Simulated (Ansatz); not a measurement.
# Calculated records

```cif
data_be3n2
_symmetry_space_group_name_H-M 'R3m:H'
_symmetry_Int_Tables_number 160
_cell_length_a 2.8396
_cell_length_b 2.8396
_cell_length_c 14.5986
_cell_angle_alpha 90.000
_cell_angle_beta 90.000
_cell_angle_gamma 120.000
_cell_volume 101.94
loop_
_atom_site_label
_atom_site_type_symbol
_atom_site_symmetry_multiplicity
_atom_site_Wyckoff_symbol
_atom_site_fract_x
_atom_site_fract_y
_atom_site_fract_z
_atom_site_occupancy
Be1 Be 3 a 0.00000 0.00000 0.14100 1
Be2 Be 3 a 0.66667 0.33333 0.01564 1
Be3 Be 3 a 0.66667 0.33333 0.24453 1
N1 N 3 a 0.66667 0.33333 0.12917 1
N2 N 3 a 0.00000 0.00000 0.29157 1
_calc_subject 'Be3N2 (R3m): band gap by G0W0 on LDA'
_calc_method 'DFT, LDA, plane waves, PAW; PAW set soft_1 (and 1 further level or step)'
_calc_program 'Ansatz 0.2.0'
_calc_settings_of_one_run 'cutoff 420 eV, 10×10×10 k-mesh, smearing width 0.02 eV, PAW set soft 1'
_calc_cost '2 runs, 2.3 min in all on 1 × NVIDIA H100 80GB HBM3 (shared by 6 runs) with 2 threads of AMD EPYC 7R13 (Zen 3), shared host (the runs of this entry)'
_calc_notes 'The cell and positions are those that the Materials Project relaxed with its own functionals (PBE, PBE+U or r2SCAN), kept fixed.'
_calc_lda_gap '2.70 eV, indirect'
_calc_g0w0_gap_on_the_mesh '4.35 eV, from k = Γ to k = (0.000, -0.500, -0.500)'
_calc_gw_settings '8×8×8 mesh, 269 empty bands, screening to 230 eV, PAW set soft_1 files'
_calc_known_limits 'not at the basis limit'
```

[Paths, hosts, dates, memory and timing lines, banners, echoed tables and standing remarks are left out of the program output.]

[Logs are printed without paths, hosts, clocks, repeated set-up lines and the standing remarks that a program may print on its own settings, such as how far it seeks lower states.]

[Runs of the session that timed out or met a known fault of the program may be left out.]

[Cells called generated may have been cut or substituted from an entry of the Crystallography Open Database or the Materials Project.]

[Hosts, paths, dates, database ids (printed as entryN), source tags and the programs' standing remarks are cut or masked in the printed files.]
